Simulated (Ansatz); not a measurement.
# CaSiS3 (model cell, started as cubic perovskite with Si in the octahedra): following an unstable mode

Aim: this structure of CaSiS3 (model cell, started as cubic perovskite with Si in the octahedra) is to be tested for unstable modes, and one is followed downhill.

Program: Ansatz 0.2.0. Level of theory: DFT LDA, scalar-relativistic, plane waves, PAW; PAW set soft_1. Results are calculated unless marked as measured.

The structure was built from a prototype and need not be the compound's stable phase.

**1. Starting point**

It takes space group Pm-3m (No. 221, cubic). The conventional cell has a = 4.521 Å, b = 4.521 Å, c = 4.521 Å, α = 90.00°, β = 90.00°, γ = 90.00°. Nearest to Ca lie 12 S at 3.20 Å. Si has 6 S at 2.26 Å nearest. Nearest to S lie 2 Si at 2.26 Å and 4 Ca at 3.20 Å. Farther neighbours and most contacts between anions are not listed.

**2. Response at finite wavevector**

The cell comes from relaxations at this level that are not shown. Stability and thermal properties need the whole zone. Linear response on a 4×4×4 q mesh gives force constants as far as a supercell of that size would.

File input.yaml:

```yaml
crystal:
  lattice:
    - [4.5206973037, 0.0, 0.0]
    - [0.0, 4.5206973037, 0.0]
    - [0.0, 0.0, 4.5206973037]
  atoms:
    - { symbol: Ca, position: [0.0, 0.0, 0.0] }
    - { symbol: Si, position: [0.5, 0.5, 0.5] }
    - { symbol: S, position: [0.5, 0.5, 0.0] }
    - { symbol: S, position: [0.5, 0.0, 0.5] }
    - { symbol: S, position: [0.0, 0.5, 0.5] }
kpoints:
  mp_grid: { grid: [8, 8, 8] }
hamiltonian:
  xc: lda
  pseudopotentials: { kind: paw, azcp: { folder: soft_1 }, xc_functional: pbe }
scf:
  occupations: { method: methfessel_paxton, width: 0.2 }
output:
  eigenvalues: true
phonons:
  method: dfpt
  qmesh: [4, 4, 4]
  temperatures: { t_max: 1000, t_step: 50 }
  qpath:
    path:
      - [[0.0, 0.0, 0.0], [0.0, 0.5, 0.0], [0.5, 0.5, 0.0], [0.0, 0.0, 0.0], [0.5, 0.5, 0.5], [0.0, 0.5, 0.0]]
      - [[0.5, 0.5, 0.5], [0.5, 0.5, 0.0]]
    npoints: 10
```

Launch:

```sh
$ ansatz run input.yaml --threads 4 --pin off --max-ram 16384MiB --backend cpu --events-out ev --progress --plain --runs-dir out
```

Numbers of over 12 decimals in the logs are rounded to 6 here.

Log:

```text
Engine: ansatz 0.2.0, aarch64-unknown-linux-gnu
Pseudopotentials: kind: paw
Pseudopotential: Ca, paw, valence charge 10, recommended cutoff 420 eV (normal), soft_1/Ca.paw.azcp
Pseudopotential: Si, paw, valence charge 4, recommended cutoff 420 eV (normal), soft_1/Si.paw.azcp
Pseudopotential: S, paw, valence charge 6, recommended cutoff 420 eV (normal), soft_1/S.paw.azcp
Functional definition: SPW92
  exchange = slater_x
  correlation = pw_c
Crystal: 5 atoms, lattice volume = 92.388 Å³
Basis set: ecut = 420 eV, 1839 PW (Γ), exchange–correlation on 64×64×64 points (8 copies of the dense FFT grid, shifted against one another)
Bands: 21, of which v1, the nominal top of the filled ones, is band 16 counted from 1 (15 counted from 0)
Symmetry: 48 space group operations
k-points: 35 of 512
Non-local potential: Ca, projectors of the file, l = 0: 3, l = 1: 2, l = 2: 2
Non-local potential: Si, projectors of the file, l = 0: 2, l = 1: 2, l = 2: 1
Non-local potential: S, projectors of the file, l = 0: 2, l = 1: 2, l = 2: 1
PAW form: soft (Blöchl's): semilocal exchange-correlation on the pseudo side does not see the compensation charge
PAW frozen core: Ca, regenerated for the run's functional, and the local potential with it (the file was generated under x = pbe(κ = 0.804, μ = 0.219515), c = pbe(β = 0.066725))
PAW frozen core: Si, regenerated for the run's functional, and the local potential with it (the file was generated under x = pbe(κ = 0.804, μ = 0.219515), c = pbe(β = 0.066725))
PAW frozen core: S, regenerated for the run's functional, and the local potential with it (the file was generated under x = pbe(κ = 0.804, μ = 0.219515), c = pbe(β = 0.066725))
PAW one-centre angular grid: Ca, 110 points (default); XC on 64 Gauss nodes
PAW one-centre angular grid: Si, 110 points (default); XC on 64 Gauss nodes
PAW one-centre angular grid: S, 110 points (default); XC on 64 Gauss nodes
Initial density: superposition of atomic densities (chi_scale 0.1, normalization cell, long waves kept (reshape's long-wave potential 0.00 eV rms))
Initial wavefunctions: pseudopotential atomic-orbital guess
Functional: x = slater, c = lda
SCF iter   1: F=—  HF=-4995.317620 eV  |F-HF|=—  |Δ(HF+E_count)|=         —  Δρ=4.08e-2  dr2=3.31e0  ethr=3.10e-3  ⟨swp⟩=8.1  Hψ=4732  notcnv=0
preconditioner: auto → Kerker (q_TF=auto, 2.286 Å⁻¹)  [metal: Δε(μ)=0.029 eV  Ē_g=7.711 eV  σ=0.200 eV  W_gap=0.12  n_scr=18 (ndim 8)  ℏωp=18.9 eV  f_vac=0.000  D(μ)=2.21/eV (n_scr^D=18)]
SCF iter   2: F=—  HF=-4994.516325 eV  |F-HF|=—  |Δ(HF+E_count)|=   8.01e-1  S|Δr|=    0.00e0  Δρ=1.94e-2  dr2=8.08e-1  ethr=3.10e-3  ⟨swp⟩=3.2  Hψ=1828  notcnv=0  defer=19
SCF iter   3: F=—  HF=-4994.253445 eV  |F-HF|=—  |Δ(HF+E_count)|=   2.63e-1  S|Δr|=    0.00e0  Δρ=5.93e-3  dr2=9.11e-2  ethr=2.52e-3  ⟨swp⟩=3.5  Hψ=1694  notcnv=0  defer=19
SCF iter   4: F=—  HF=-4994.222583 eV  |F-HF|=—  |Δ(HF+E_count)|=   3.09e-2  S|Δr|=    0.00e0  Δρ=1.62e-3  dr2=3.98e-3  ethr=2.85e-4  ⟨swp⟩=2.7  Hψ=1498  notcnv=0  defer=19
SCF iter   5: F=—  HF=-4994.221596 eV  |F-HF|=—  |Δ(HF+E_count)|=   9.87e-4  S|Δr|=    0.00e0  Δρ=3.74e-4  dr2=2.15e-4  ethr=1.24e-5  ⟨swp⟩=2.3  Hψ=1149  notcnv=0  defer=19
SCF iter   6: F=—  HF=-4994.221557 eV  |F-HF|=—  |Δ(HF+E_count)|=   3.88e-5  S|Δr|=    0.00e0  Δρ=1.02e-4  dr2=1.62e-5  ethr=6.72e-7  ⟨swp⟩=2.1  Hψ=1243  notcnv=0  defer=19
SCF iter   7: F=—  HF=-4994.221554 eV  |F-HF|=—  |Δ(HF+E_count)|=   2.75e-6  S|Δr|=    0.00e0  Δρ=2.06e-5  dr2=8.49e-7  ethr=5.06e-8  ⟨swp⟩=2.0  Hψ=1037  notcnv=0  defer=19
SCF iter   8: F=—  HF=-4994.221552 eV  |F-HF|=—  |Δ(HF+E_count)|=   2.02e-6  S|Δr|=    0.00e0  Δρ=3.30e-6  dr2=1.22e-8  ethr=2.65e-9  ⟨swp⟩=2.0  Hψ=1280  notcnv=0  defer=19
SCF iter   9: F=—  HF=-4994.221552 eV  |F-HF|=—  |Δ(HF+E_count)|=   1.18e-9  S|Δr|=    0.00e0  Δρ=7.65e-7  dr2=5.71e-10  ethr=3.80e-11  ⟨swp⟩=2.3  Hψ=1105  notcnv=0  defer=19
SCF iter  10: F=-4994.221552 eV  HF=-4994.221552 eV  |F-HF|=4.55e-12  |Δ(HF+E_count)|=  8.19e-11  S|Δr|=    0.00e0  Δρ=8.28e-8  dr2=5.59e-12  ethr=1.00e-12  ⟨swp⟩=11.7  Hψ=5651  notcnv=0
SCF 1 converged in 10 iterations: F = -4994.221552 eV  dr2 = 5.59e-12
  greatest PAW one-centre occupation: 0.995 electrons in one spin orbital (limit 2), on the Ca atom at site 0 (counted from 0), in its partial waves of l = 0
Initial density: read from a saved state, or passed on in memory by an earlier SCF of this step, an earlier step, the calling program or the single point that the run made first
iter 1 solved again at ethr=6.50e-7 eV; its pass at ethr=3.10e-3 eV (dr2=2.08e-4 eV) is discarded
SCF iter   1: F=—  HF=-4994.221556 eV  |F-HF|=—  |Δ(HF+E_count)|=         —  Δρ=1.45e-6  dr2=1.22e-9  ethr=6.50e-7  ⟨swp⟩=4.0  Hψ=6870  notcnv=0
eigensolver tolerance schedule: the retry pair's looser diagonalisation over-reported the residual by 169683.69 of it (diagonalisation noise at an unbounded share of the residual, at the tolerance the schedule requests for it); recorded, not acted on — ethr = c·dr2/N_el stays at c = 1.0e-1
preconditioner: auto → Kerker (q_TF=auto, 2.286 Å⁻¹)  [metal: Δε(μ)=0.017 eV  Ē_g=9.055 eV  σ=0.200 eV  W_gap=0.07  n_scr=18 (ndim 8)  ℏωp=18.9 eV  f_vac=0.000  D(μ)=2.45/eV (n_scr^D=18)]
SCF iter   2: F=—  HF=-4994.221552 eV  |F-HF|=—  |Δ(HF+E_count)|=   3.29e-6  S|Δr|=    0.00e0  Δρ=7.63e-7  dr2=3.83e-10  ethr=3.83e-12  ⟨swp⟩=5.1  Hψ=2474  notcnv=0
SCF iter   3: F=—  HF=-4994.221552 eV  |F-HF|=—  |Δ(HF+E_count)|=  7.82e-11  S|Δr|=    0.00e0  Δρ=4.90e-7  dr2=1.49e-10  ethr=1.20e-12  ⟨swp⟩=1.2  Hψ=750  notcnv=0
SCF iter   4: F=—  HF=-4994.221552 eV  |F-HF|=—  |Δ(HF+E_count)|=  4.09e-11  S|Δr|=    0.00e0  Δρ=2.25e-7  dr2=3.04e-11  ethr=1.00e-12  ⟨swp⟩=1.0  Hψ=735  notcnv=0
SCF iter   5: F=-4994.221552 eV  HF=-4994.221552 eV  |F-HF|=4.55e-12  |Δ(HF+E_count)|=  7.28e-12  S|Δr|=    0.00e0  Δρ=1.06e-7  dr2=6.40e-12  ethr=1.00e-12  ⟨swp⟩=4.9  Hψ=2412  notcnv=0
SCF 2 converged in 5 iterations: F = -4994.221552 eV  dr2 = 6.40e-12
phonons: the bands overlap, so this run is a metal and interpolates without the dipole-dipole term. If the crystal is really an insulator or semiconductor, its LO-TO splitting is missing
NSCF: frozen V_eff on 35 k-points
NSCF: frozen V_eff on 125 k-points
DFPT response loops at q = (0, 0, 0) (fractional): preconditioner auto → Kerker (q_TF=auto, 2.286 Å⁻¹) (partly filled bands, converged f_vac=0.000); β = 1.00, the filter's whole step (`scf.mixing.beta` (0.50) is not read by the response loops under this deck's `scf.mixing.preconditioner`; to damp them name `kerker` or `kerker_dos`, under which they read `scf.mixing.beta`, and type it under 1.00, their step now; both keys bind the ground state too); Broyden in place of MSR1
NSCF: frozen V_eff on 400 k-points
DFPT response loops at q = (0, 0, 0.25) (fractional): mixed as the last ones told, above
NSCF: frozen V_eff on 250 k-points
DFPT response loops at q = (0, 0, -0.5) (fractional): mixed as the last ones told, above
NSCF: frozen V_eff on 640 k-points
DFPT response loops at q = (0, 0.25, 0.25) (fractional): mixed as the last ones told, above
NSCF: frozen V_eff on 400 k-points
DFPT response loops at q = (0, 0.25, -0.5) (fractional): mixed as the last ones told, above
NSCF: frozen V_eff on 250 k-points
DFPT response loops at q = (0, -0.5, -0.5) (fractional): mixed as the last ones told, above
NSCF: frozen V_eff on 1024 k-points
DFPT response loops at q = (0.25, 0.25, 0.25) (fractional): mixed as the last ones told, above
NSCF: frozen V_eff on 640 k-points
DFPT response loops at q = (0.25, 0.25, -0.5) (fractional): mixed as the last ones told, above
NSCF: frozen V_eff on 400 k-points
DFPT response loops at q = (0.25, -0.5, -0.5) (fractional): mixed as the last ones told, above
NSCF: frozen V_eff on 250 k-points
DFPT response loops at q = (-0.5, -0.5, -0.5) (fractional): mixed as the last ones told, above
SCF converged after 10 iterations
Stability not checked: this state was not tested for a lower state beside it, because cold or Methfessel-Paxton smearing, or corrected tetrahedra, fill the levels in a way that the test cannot read (fill_not_monotonic; see scf.lower_state_search)
Free energy (F): -4994.221552 eV
Harris-Foulkes:  -4994.221552 eV  (|F-HF|=4.55e-12)
Internal energy: -4994.212786 eV  (E = F + TS)
E sigma→0 (E₀):  -4994.219361 eV
Entropy (-TS):   -0.008766 eV (-1.753 meV/atom)
Fermi energy:    7.983078 eV
--- Per-component energies (eV) ---
  E_band       = -98.706480
  E_kinetic    = 620.248897
  E_local      = -980.339039  (includes V_loc(G=0)·N_el)
  E_nonlocal   = 222.070769
  E_hartree    = 302.536469
  E_xc         = -450.648542
  E_vxc        = -459.818511  (∫ρ·V_xc dr)
  E_paw        = -3038.144431  (= ΣΔE_a)
  E_vpaw       = -105.941617  (= ΣTr[D̂ρ^β])
  E_aug_tail   = 0.000031  (compensation charges beyond the density's cutoff)
  E_ewald      = -1670.764030
  E_core_change = 0.827090  (= ΣΔE_core)
  E_smearing   = -0.008766  (= −TS)
  E_closure    = 0.000000  (closes the sum)
  Σ components = -4994.221552   (vs F -4994.221552, Δ=0.00e0)
--- Band table (eV; the first three rows and the last of 35) ---
  k-point 0: bands = [... 12 lower, 6.6783, 6.6783, 7.0479, 7.0479, 7.0479, 10.4999, 10.4999, 10.6296, ... 1 higher]
  k-point 1: bands = [... 12 lower, 6.4747, 6.4747, 6.8306, 6.9429, 6.9429, 10.6390, 10.7066, 10.8455, ... 1 higher]
  k-point 2: bands = [... 12 lower, 5.9770, 6.0324, 6.8090, 6.8090, 6.8581, 10.9259, 10.9818, 11.6029, ... 1 higher]
  k-point 34: bands = [... 12 lower, 6.0445, 8.4758, 8.4758, 8.4758, 10.2653, 10.3830, 10.3830, 10.3830, ... 1 higher]
--- Phonons (Γ-DFPT): 4 representative perturbations + reference (Σ response iterations 12) ---
  ASR residual: 7.962e-5 → 0.000e0 eV/Å²; symmetrization residual: 6.519e-6 eV/Å²
  ASR residual per site (eV/Å²): 7.96e-5 8.15e-6 2.39e-5 2.39e-5 2.39e-5
  Γ frequencies (cm⁻¹): -131.24 -131.24 -131.24 -77.30 -77.30 -77.30 0.00 0.00 0.00 40.32 40.32 40.32 361.69 361.69 361.69
--- Phonons (arbitrary-q DFPT): 10 irreducible q on the 4×4×4 mesh ---
  q = [0.0000, 0.0000, 0.0000] (star 1, of the zone-centre solve; hermiticity 1.18e-6, symmetrization 3.00e-14): -131.24 -131.24 -131.24 -77.30 -77.30 -77.30 -0.00 -0.00 0.00 40.32 40.32 40.32 361.69 361.69 361.69
  q = [0.0000, 0.0000, 0.2500] (star 6, 9 solved perturbations in 1560 linear systems a pass and spin channel, the states on 200 of 512 k-point pairs; hermiticity 1.28e-6, symmetrization 1.74e-13): -125.54 -118.32 -118.32 -98.69 -78.64 -78.64 36.34 36.34 44.41 70.46 70.46 188.36 337.39 356.91 356.91
  q = [0.0000, 0.0000, -0.5000] (star 3, 9 solved perturbations in 975 linear systems a pass and spin channel, the states on 125 of 512 k-point pairs; hermiticity 8.36e-7, symmetrization 3.67e-9): -124.75 -103.88 -95.71 -95.71 -95.01 -95.01 36.91 36.91 60.28 85.91 85.91 306.62 326.58 354.24 354.24
  q = [0.0000, 0.2500, 0.2500] (star 12, 9 solved perturbations in 2460 linear systems a pass and spin channel, the states on 320 of 512 k-point pairs; hermiticity 1.12e-6, symmetrization 1.44e-14): -160.01 -125.70 -106.38 -96.02 -75.03 18.71 36.62 38.44 65.43 96.44 201.92 213.19 317.23 352.06 368.79
  q = [0.0000, 0.2500, -0.5000] (star 12, 15 solved perturbations on 200 of 512 k-point pairs; hermiticity 1.06e-6, symmetrization 1.36e-8): -169.41 -134.44 -115.40 -86.93 -81.46 38.98 60.19 61.74 108.80 112.80 225.46 295.38 321.57 349.80 370.39
  q = [0.0000, -0.5000, -0.5000] (star 3, 9 solved perturbations in 975 linear systems a pass and spin channel, the states on 125 of 512 k-point pairs; hermiticity 1.17e-6, symmetrization 2.42e-9): -167.01 -142.96 -142.96 -70.27 -70.27 40.89 78.54 78.54 119.01 147.60 278.46 337.18 337.18 347.58 364.84
  q = [0.2500, 0.2500, 0.2500] (star 8, 4 solved perturbations in 1376 linear systems a pass and spin channel, the states on 512 of 512 k-point pairs; hermiticity 7.74e-7, symmetrization 7.50e-14): -156.85 -156.85 -155.69 -70.99 -70.99 24.79 79.08 79.74 79.74 215.81 215.81 235.78 315.34 315.34 398.59
  q = [0.2500, 0.2500, -0.5000] (star 12, 9 solved perturbations in 2460 linear systems a pass and spin channel, the states on 320 of 512 k-point pairs; hermiticity 9.04e-7, symmetrization 3.89e-9): -172.04 -169.59 -154.32 -67.54 -58.12 6.87 90.74 107.72 119.36 230.64 246.01 284.95 309.75 335.09 403.24
  q = [0.2500, -0.5000, -0.5000] (star 6, 9 solved perturbations in 1560 linear systems a pass and spin channel, the states on 200 of 512 k-point pairs; hermiticity 9.47e-7, symmetrization 5.18e-10): -172.97 -172.97 -172.92 -57.79 -57.79 -23.40 115.53 115.53 141.46 252.97 273.03 289.75 349.80 349.80 407.37
  q = [-0.5000, -0.5000, -0.5000] (star 1, 4 solved perturbations in 350 linear systems a pass and spin channel, the states on 125 of 512 k-point pairs; hermiticity 5.87e-7, symmetrization 8.04e-10): -181.94 -181.94 -181.94 -52.45 -52.45 -52.45 136.94 136.94 136.94 270.19 270.19 363.66 363.66 363.66 413.34
  sum rule: each row above includes the acoustic sum rule's correction from the zone centre's row sums; it moved no ω² by more than (0.74 cm⁻¹)²
  mesh force constants: q→R imaginary residual 6.41e-19; ASR residual 7.962e-5 → 0.000e0 eV/Å²; symmetrization residual 1.599e-14 eV/Å²
  interpolated dispersion: 62 rows × 15 modes
  density of states and harmonic sums: on the 16×16×16 q-mesh, interpolated from the force constants of a 4×4×4 supercell (no non-analytic term)
  largest difference from the sums on the solved wave vectors: F 4.87e-2 eV, S 5.51e-5 and C_V 9.03e-6 eV/K
  zero-point energy: 0.119301 eV/cell   skipped modes (ω ≤ 0): 903, of them read as no rigid motion or as one in doubt: 900 (5.386e0 modes/cell left out, lowest -181.94 cm⁻¹)   left out of the sums: 3.59e-1 of the cell's modes: C_V's classical limit lies that fraction below 3 k_B per atom; for a crystal, a wire or a layer, F and S can be off by more, and a phonons.interpolated_qmesh denser along its periods is the remedy for the sampling
```

Elapsed: 11 min, on 4 threads of Arm Neoverse V1, shared host; peak memory 2.2 GiB.

The column dr2 measures how far the density is from self-consistency, as an energy; F and HF (Harris–Foulkes) agree once it is small.

Numbers from this step:

- volume per atom: 18.48 Å³
- gap on the k-mesh: 0 eV
- sum-rule residual before enforcement: 7.96e-5 eV/Å²
- lowest frequency on the path: -181.9 cm⁻¹
- point group: m-3m
- highest frequency on the path or at a solved wavevector: 416.4 cm⁻¹
- highest optical mode at the zone centre (no LO-TO term): 361.7 cm⁻¹
- lowest optical zone-centre mode: -131.2 cm⁻¹
- lowest mode on the q mesh (acoustic modes at Γ apart): -181.9 cm⁻¹

Frequencies (cm⁻¹) solved at each irreducible wavevector; negative means imaginary. Frequencies by wavevector, by row:

```csv
q in reciprocal lattice units,star,mode 1,mode 2,mode 3,mode 4,mode 13,mode 14,mode 15
0 0 0,1,-131.2,-131.2,-131.2,-77.3,361.7,361.7,361.7
0 0 0.25,6,-125.5,-118.3,-118.3,-98.7,337.4,356.9,356.9
0 0 -0.5,3,-124.8,-103.9,-95.7,-95.7,326.6,354.2,354.2
0 0.25 0.25,12,-160,-125.7,-106.4,-96,317.2,352.1,368.8
0 0.25 -0.5,12,-169.4,-134.4,-115.4,-86.9,321.6,349.8,370.4
0 -0.5 -0.5,3,-167,-143,-143,-70.3,337.2,347.6,364.8
0.25 0.25 0.25,8,-156.8,-156.8,-155.7,-71,315.3,315.3,398.6
0.25 0.25 -0.5,12,-172,-169.6,-154.3,-67.5,309.8,335.1,403.2
0.25 -0.5 -0.5,6,-173,-173,-172.9,-57.8,349.8,349.8,407.4
-0.5 -0.5 -0.5,1,-181.9,-181.9,-181.9,-52.5,363.7,363.7,413.3
```

Interpolated from a 4×4×4 q mesh. Phonon branches along the path, in cm⁻¹:

```
    point  branch 1  branch 2  branch 3  branch 4  branch 12  branch 13  branch 14  branch 15
        Γ      -131      -131      -131       -77         40        362        362        362
  halfway      -126      -118      -118       -99        188        337        357        357
        X      -125      -104       -96       -96        307        327        354        354
  halfway      -169      -134      -115       -87        295        322        350        370
        M      -167      -143      -143       -70        337        337        348        365
  halfway      -160      -126      -106       -96        213        317        352        369
        Γ      -131      -131      -131       -77         40        362        362        362
  halfway      -157      -157      -156       -71        236        315        315        399
        R      -182      -182      -182       -52        364        364        364        413
  halfway      -172      -170      -154       -68        285        310        335        403
        X      -125      -104       -96       -96        307        327        354        354
jump to R      -182      -182      -182       -52        364        364        364        413
  halfway      -173      -173      -173       -58        290        350        350        407
        M      -167      -143      -143       -70        337        337        348        365
```

Symmetry leaves 10 wavevectors to solve. The lowest mode among them, the acoustic zeros apart, lies at q = (-0.5, -0.5, -0.5) and is imaginary, 181.9i cm⁻¹, so the energy falls along it.

**3. The mode frozen in, largest atomic shift 0 Å**

The mode followed lies at q = (-0.5, -0.5, -0.5) with frequency 181.9i cm⁻¹ and is 3-fold degenerate, the softest among the wavevectors solved. At small amplitude the distorted cell has space group no. 140 by a symmetry search on the positions. The undistorted cell that holds it gives the zero of energy on the same k mesh.

System of this step: CaSiS3 (model cell, started as cubic perovskite with Si in the octahedra). The structure is cubic, space group Pm-3m (No. 221). The conventional cell has a = 4.521 Å, b = 4.521 Å, c = 4.521 Å, α = 90.00°, β = 90.00°, γ = 90.00°. Nearest to Ca lie 12 S at 3.20 Å. Si has 6 S at 2.26 Å nearest. S has 2 Si at 2.26 Å and 4 Ca at 3.20 Å nearest. Farther neighbours and most contacts between anions are not listed.

input.yaml, the sections that differ from step 2:

```yaml
crystal:
  lattice:
    - [4.5206973037, 4.5206973037, 0.0]
    - [4.5206973037, 0.0, 4.5206973037]
    - [4.5206973037, 0.0, -4.5206973037]
  atoms:
    - { symbol: Ca, position: [0.0, 0.0, 0.0] }
    - { symbol: Ca, position: [0.0, 0.5, 0.5] }
    - { symbol: Si, position: [0.5, 0.25, 0.75] }
    - { symbol: Si, position: [0.5, 0.75, 0.25] }
    - { symbol: S, position: [0.5, 0.0, 1.0] }
    - { symbol: S, position: [0.5, 0.5, 0.5] }
    - { symbol: S, position: [0.0, 0.5, 0.0] }
    - { symbol: S, position: [0.0, 0.0, 0.5] }
    - { symbol: S, position: [0.5, 0.5, 0.0] }
    - { symbol: S, position: [0.5, 0.0, 0.5] }
output:
  forces: true
  stress: true
  eigenvalues: true
# kpoints, hamiltonian, scf: as in step 2
# phonons: removed
```

Log:

```text
[...]
Crystal: 10 atoms, lattice volume = 184.776 Å³
Basis set: ecut = 420 eV, 3695 PW (Γ)
Bands: 42, of which v1, the nominal top of the filled ones, is band 32 counted from 1 (31 counted from 0)
Symmetry: 96 space group operations
[...]
k-points: 29 of 512
[...]
k-point 0: bands = [... 28 lower, 7.0419, 7.0419, 8.4619, 8.4619, 8.4619, 10.2582, 10.4042, 10.4042, ... 6 higher]
  k-point 1: bands = [... 28 lower, 7.0246, 7.0246, 8.2322, 8.2322, 8.3675, 10.1486, 10.4547, 10.5987, ... 6 higher]
  k-point 2: bands = [... 28 lower, 7.0505, 7.0505, 7.8492, 7.8492, 8.1163, 9.4789, 10.7896, 10.7896, ... 6 higher]
  k-point 28: bands = [... 28 lower, 6.3469, 6.3469, 7.2785, 7.2785, 9.4857, 9.4857, 10.7165, 10.7165, ... 6 higher]
[key lines of the parts left out:]
SCF converged after 8 iterations
Free energy (F): -9988.446138 eV
Fermi energy:    7.894004 eV
P = ⅓ Tr σ = 0.0314 GPa (0.314 kbar)
```

Run time: 4.1 s. Hardware: 4 threads; peak memory 0.56 GiB; 16 s of CPU time.

Numbers from this step:

```
pressure                         : 0.03141 GPa
energy from the undistorted cell : 0 meV/atom
```

The run ends at a pressure of 0.03 GPa.

[end of part 1 of 3]

[Logs are printed without paths, hosts, clocks, repeated set-up lines and the standing remarks that a program may print on its own settings, such as how far it seeks lower states.]

[Hosts, paths, dates, database ids (printed as entryN), source tags and the programs' standing remarks are cut or masked in the printed files.]
